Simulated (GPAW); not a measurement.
# Ballistic transport through a Re chain with a Li atom on top of one atom, cheap and dear, part 2 of 2

How well does a Re chain with a Li atom on top of one atom conduct at low bias, and how far do basis and functional move the answer?

GPAW 26.7.0; GPAW LCAO, PAW setups; Landauer transmission from Green's functions with principal layers (ASE), zero bias.

So far, transmission at the Fermi level (one spin): step 2 (GPAW, dzp, PBE, GPAW) 5.84; step 3 (basis szp(dzp), PBE, GPAW) 5.83; step 4 (basis sz(dzp), PBE, GPAW) 5.81; step 5 (revPBE) 5.84.

## 7. The levels side by side

The curves are compared point by point over the common energies.

This step: comparison of transmission and cost over codes and levels (GPAW 26.7.0).

Ladder, by row:

| step | code | T at the Fermi level (sum over the listed spins) | conductance (G0) | r.m.s. T(E) from the first | wall time (s) | peak memory (GiB) | threads |
| --- | --- | --- | --- | --- | --- | --- | --- |
| dzp | GPAW | 5.843 | 5.842 | 0 | 302.8 | 1.35 | 1 |
| szp | GPAW | 5.835 | 5.834 | 0.1331 | 185.6 | 1.28 | 1 |
| sz | GPAW | 5.806 | 5.805 | 0.2004 | 129.1 | 1.23 | 1 |
| dzp-revPBE | GPAW | 5.841 | 5.841 | 0.02759 | 288.2 | 1.35 | 1 |

Table of transmission, zone mean, sum over the listed spins by energy, zero at the Fermi level:

```csv
energy (eV),dzp,szp,sz,dzp-revPBE
-2.000,3.84,3.84,3.80,3.84
-1.800,3.85,3.85,3.81,3.85
-1.600,3.84,3.85,3.81,3.84
-1.400,3.80,3.82,3.79,3.80
-1.200,3.03,3.22,3.37,3.02
-1.000,5.51,5.41,5.51,5.48
-0.800,5.72,5.70,5.71,5.72
-0.600,5.79,5.78,5.77,5.79
-0.400,5.83,5.82,5.80,5.82
-0.200,5.84,5.83,5.81,5.84
-0.150,5.84,5.83,5.81,5.84
-0.050,5.84,5.84,5.81,5.84
0.000,5.84,5.83,5.81,5.84
0.200,5.82,5.81,5.77,5.82
0.400,5.78,5.76,5.69,5.78
0.600,5.70,5.67,5.51,5.71
0.800,5.55,5.45,5.14,5.56
1.000,4.89,4.79,4.50,4.97
1.200,3.15,2.93,2.87,3.18
1.400,2.82,2.62,2.60,2.84
1.600,2.36,2.04,1.97,2.42
1.800,1.39,1.02,1.04,1.47
2.000,1.000,0.999,0.999,1.00
```

## 8. Broadening 1e-06: eta = 1e-06

The broadening keeps the Green's functions finite; too large a value absorbs electrons where channels are open and leaks them where none are.

This step: GPAW LCAO, PAW setups; Landauer transmission from Green's functions with principal layers (ASE), zero bias (GPAW 26.7.0).

run.py reads:

```python
import json
import numpy as np
from ase import Atoms
from ase.transport.calculators import TransportCalculator
from gpaw import GPAW, FermiDirac
from gpaw.lcao.tools import get_lcao_hamiltonian
from scipy.linalg import eigh

# The junction with lead layers at both ends, along the third cell vector
device = Atoms(
    ['Re', 'Re', 'Re', 'Re', 'Re', 'Re', 'Re', 'Re', 'Li', 'Re', 'Re', 'Re', 'Re', 'Re', 'Re', 'Re'],
    positions=[
        [4.50000, 4.50000, 1.12500],
        [4.50000, 4.50000, 3.37500],
        [4.50000, 4.50000, 5.62500],
        [4.50000, 4.50000, 7.87500],
        [4.50000, 4.50000, 10.12500],
        [4.50000, 4.50000, 12.37500],
        [4.50000, 4.50000, 14.62500],
        [4.50000, 4.50000, 16.87500],
        [6.91720, 4.50000, 16.87500],
        [4.50000, 4.50000, 19.12500],
        [4.50000, 4.50000, 21.37500],
        [4.50000, 4.50000, 23.62500],
        [4.50000, 4.50000, 25.87500],
        [4.50000, 4.50000, 28.12500],
        [4.50000, 4.50000, 30.37500],
        [4.50000, 4.50000, 32.62500]],
    cell=[[9.0, 0.0, 0.0], [0.0, 9.0, 0.0], [0.0, 0.0, 33.75]],
    pbc=True)

# One principal layer of the lead: the first 5 atoms of the device
lead = Atoms(
    ['Re', 'Re', 'Re', 'Re', 'Re'],
    positions=[
        [4.50000, 4.50000, 1.12500],
        [4.50000, 4.50000, 3.37500],
        [4.50000, 4.50000, 5.62500],
        [4.50000, 4.50000, 7.87500],
        [4.50000, 4.50000, 10.12500]],
    cell=[[9.0, 0.0, 0.0], [0.0, 9.0, 0.0], [0.0, 0.0, 11.25]],
    pbc=True)

settings = dict(mode='lcao', basis='dzp', xc='PBE', h=0.2,
                occupations=FermiDirac(0.1), maxiter=250,
                mixer=dict(beta=0.1, nmaxold=8, weight=100.0),
                convergence=dict(density=0.0001))
energies = np.arange(-2, 2 + 1e-9, 0.05)
eta = 1e-06
n1, n2 = 1, 1
# k and -k transmit alike, so half of the mesh across the current serves
mesh = [(i, j) for i in range(n1) for j in range(n2) if (i, j) <= (-i % n1, -j % n2)]
weights = np.array([1 if (i, j) == (-i % n1, -j % n2) else 2 for i, j in mesh]) / (n1 * n2)

# [... helper functions left out ...]
fermi_lead = ground_state(lead, (1, 1, 10), 'lead.txt')
fermi_device = ground_state(device, (1, 1, 3), 'device.txt')
# [... loop over the mesh left out, but for ...]
        # Shift the lead onto the potential of the device's first layer
        shift = ((H[:, 0, 0] - H0[:, 0, 0]) / S0[0, 0]).real.mean()
# [...]
kT = 8.617333e-5 * 200
bias = [0.1, 0.2, 0.5, 1.0, 1.5, 2.0]
# [... integrals and printing left out ...]
```

On the command line:

```
$ OMP_NUM_THREADS=1 OPENBLAS_NUM_THREADS=1 python run.py
```

What it wrote:

```text
basis functions: device 410, principal layer 135
Fermi level: lead -3.0903 eV, device -2.8514 eV; lead shifted by -0.0013 eV
largest coupling past the next layer 1.50e-06 eV, largest misfit of the first layer 0.073 eV
  E-E_F (eV)   T (one spin)  [channel counts left out]
    -2.000    3.8441e+00
    -1.950    3.8497e+00
    -1.900    3.8532e+00
    -1.850    3.8551e+00
    -1.800    3.8558e+00
    -1.750    3.8554e+00
    -1.700    3.8541e+00
    -1.650    3.8519e+00
    -1.600    3.8485e+00
    -1.550    3.8436e+00
    -1.500    3.8364e+00
    -1.450    3.8257e+00
    -1.400    3.8086e+00
    -1.350    3.7782e+00
    -1.300    3.7134e+00
    -1.250    3.5127e+00
[...]
1.650    2.1719e+00
     1.700    1.9566e+00
     1.750    1.7093e+00
     1.800    1.3882e+00
     1.850    1.0345e+00
     1.900    1.0151e+00
     1.950    1.0058e+00
     2.000    1.0005e+00
conductance at 200 K: 5.8509 G0 a cell; thermopower 0.02722 uV/K
current from the zero-bias T(E) at 0.1 V: 45.331 uA
current from the zero-bias T(E) at 0.2 V: 90.651 uA
current from the zero-bias T(E) at 0.5 V: 226.44 uA
current from the zero-bias T(E) at 1.0 V: 451.68 uA
current from the zero-bias T(E) at 1.5 V: 674.08 uA
current from the zero-bias T(E) at 2.0 V: 887.73 uA
```

Wall time 5.3 min (1 thread of Arm Neoverse N1, shared host); peak memory 1.4 GiB.

This step gave:

| Quantity | Value |
| --- | --- |
| conductance | 5.851 G₀ |
| largest coupling past the next principal layer | 1.50e-6 eV |
| largest misfit of the first principal layer | 0.07317 eV |
| shift that aligns the lead | -0.001312 eV |
| transmission at the Fermi level (one spin) | 5.851 |

One spin. Table of transmission, zone mean by energy, zero at the Fermi level:

```csv
energy (eV),"transmission, zone mean"
-2.00,3.84
-1.85,3.86
-1.70,3.85
-1.60,3.85
-1.45,3.83
-1.30,3.71
-1.15,3.93
-1.05,5.34
-0.90,5.66
-0.75,5.76
-0.60,5.80
-0.50,5.82
-0.35,5.84
-0.20,5.85
-0.05,5.85
0.00,5.85
0.05,5.85
0.20,5.83
0.35,5.80
0.50,5.76
0.60,5.71
0.75,5.61
0.90,5.39
1.05,4.18
1.15,3.26
1.30,2.97
1.45,2.74
1.60,2.36
1.70,1.96
1.85,1.03
2.00,1.00
```

Not self-consistent under bias; the bias window is split evenly. Current through one cell, from the zero-bias transmission against bias:

```
bias (V)  current through one cell, from the zero-bias transmission (mA)
   0.100                                                          0.0453
   0.200                                                          0.0907
   0.500                                                           0.226
   1.000                                                           0.452
   1.500                                                           0.674
   2.000                                                           0.888
```

Transmission of the three most open eigenchannels against energy, zero at the Fermi level:

```
energy (eV)  channel 1  channel 2  channel 3
      -2.00      1.000      0.999      0.986
      -1.85      1.000      0.999      0.983
      -1.70      1.000      0.999      0.979
      -1.60      1.000      0.999      0.977
      -1.45      1.000      0.999      0.975
      -1.30      1.000      0.999      0.975
      -1.15      1.000      1.000      0.998
      -1.05      1.000      1.000      0.994
      -0.90      1.000      1.000      0.999
      -0.75      1.000      1.000      1.000
      -0.60      1.000      1.000      1.000
      -0.50      1.000      1.000      1.000
      -0.35      1.000      1.000      0.999
      -0.20      1.000      1.000      0.999
      -0.05      1.000      1.000      0.999
       0.00      1.000      1.000      0.999
       0.05      1.000      1.000      0.999
       0.20      1.000      1.000      0.999
       0.35      1.000      1.000      0.999
       0.50      1.000      1.000      0.999
       0.60      1.000      0.999      0.999
       0.75      1.000      0.999      0.994
       0.90      1.000      1.000      0.992
       1.05      1.000      0.993      0.986
       1.15      0.999      0.999      0.961
       1.30      0.999      0.987      0.909
       1.45      0.999      0.955      0.780
       1.60      1.000      0.865      0.487
       1.70      1.000      0.713      0.227
       1.85      1.000     0.0199     0.0150
       2.00      1.000     8.6e-4     1.3e-7
```

The conductance equals that of the dzp run to 0.2 %.

## 9. SCF mesh 1×1×1

The SCF mesh sets the Fermi level of the repeated cell.

run.py, as its differences from that of step 8:

```diff
@@ -48,3 +48,3 @@
 energies = np.arange(-2, 2 + 1e-9, 0.05)
-eta = 1e-06
+eta = 0.0001
 n1, n2 = 1, 1
@@ -56,3 +56,3 @@
 fermi_lead = ground_state(lead, (1, 1, 10), 'lead.txt')
-fermi_device = ground_state(device, (1, 1, 3), 'device.txt')
+fermi_device = ground_state(device, (1, 1, 1), 'device.txt')
 # [... loop over the mesh left out, but for ...]
```

What it wrote:

```text
basis functions: device 410, principal layer 135
Fermi level: lead -3.0903 eV, device -2.8581 eV; lead shifted by -0.0114 eV
largest coupling past the next layer 1.50e-06 eV, largest misfit of the first layer 0.161 eV
  E-E_F (eV)   T (one spin)  [channel counts left out]
    -2.000    3.8291e+00
    -1.950    3.8353e+00
    -1.900    3.8415e+00
    -1.850    3.8471e+00
    -1.800    3.8514e+00
    -1.750    3.8539e+00
    -1.700    3.8543e+00
    -1.650    3.8525e+00
    -1.600    3.8486e+00
    -1.550    3.8424e+00
    -1.500    3.8333e+00
    -1.450    3.8206e+00
    -1.400    3.8020e+00
    -1.350    3.7717e+00
    -1.300    3.7130e+00
    -1.250    3.5521e+00
[...]
1.650    2.2348e+00
     1.700    2.0010e+00
     1.750    1.7140e+00
     1.800    1.3272e+00
     1.850    1.0471e+00
     1.900    1.0224e+00
     1.950    1.0085e+00
     2.000    9.9861e-01
conductance at 200 K: 5.8388 G0 a cell; thermopower -0.01114 uV/K
current from the zero-bias T(E) at 0.1 V: 45.237 uA
current from the zero-bias T(E) at 0.2 V: 90.46 uA
current from the zero-bias T(E) at 0.5 V: 225.96 uA
current from the zero-bias T(E) at 1.0 V: 450.89 uA
current from the zero-bias T(E) at 1.5 V: 673.08 uA
current from the zero-bias T(E) at 2.0 V: 886.32 uA
```

The job ended after 4 min (1 thread; peak memory 1.3 GiB).

The run finished with changed settings (scf_mesh = [1, 1, 1]); it serves as a test.

Side by side:

```csv
quantity,this run,sound run,difference
conductance (G₀),5.8388,5.8421,-0.00328
largest misfit of the first principal layer (eV),0.16095,0.073171,0.0878
shift that aligns the lead (eV),-0.011412,-0.0013119,-0.0101
transmission at the Fermi level (one spin),5.8394,5.8425,-0.00316
```

One result that differs is the largest misfit of the first principal layer, 0.161 eV against 0.0732 eV.

## 10. Results

```
conductance                                        : 5.84 G₀
transmission at the Fermi level, mean of the spins : 5.84
thermopower                                        : about 0 (under 1.5 μV/K)
```

**Reading.** In the dzp basis the junction conducts 5.84 G₀ at 200 K, with T = 5.84 a spin at the Fermi level; the sz basis reaches that conductance within 10 %. At the Fermi level the three most open eigenchannels pass 1.00, 1.00 and 1.00. Measured against the first run (dzp), the nearest curve is that of dzp-revPBE (r.m.s. 0.028) and the farthest that of sz (0.20). Over the compared runs wall time goes from 129 s (sz) to 303 s (dzp), on a shared host. The geometry was built from estimated bond lengths and not relaxed, so the numbers describe this model structure. The run had no spin polarisation, so a magnetic state, which chains and small molecules with open shells often have, wasn't tested. Spin-orbit coupling is left out, which matters for the heavy atoms here. An evenly spaced straight chain is an idealisation: free chains tend to dimerise, zigzag or, where a band edge lies near the Fermi level, turn magnetic. The currents use the zero-bias T(E) throughout, which holds only while the bias is small against the distance to the nearest feature. The energy step is wider than the thermal energy, so the conductance and thermopower rest on interpolation of T(E).

[Logs are printed without paths, hosts, clocks, repeated set-up lines and the standing remarks that a program may print on its own settings, such as how far it seeks lower states.]

[Hosts, paths, dates, database ids (printed as entryN), source tags and the programs' standing remarks are cut or masked in the printed files.]
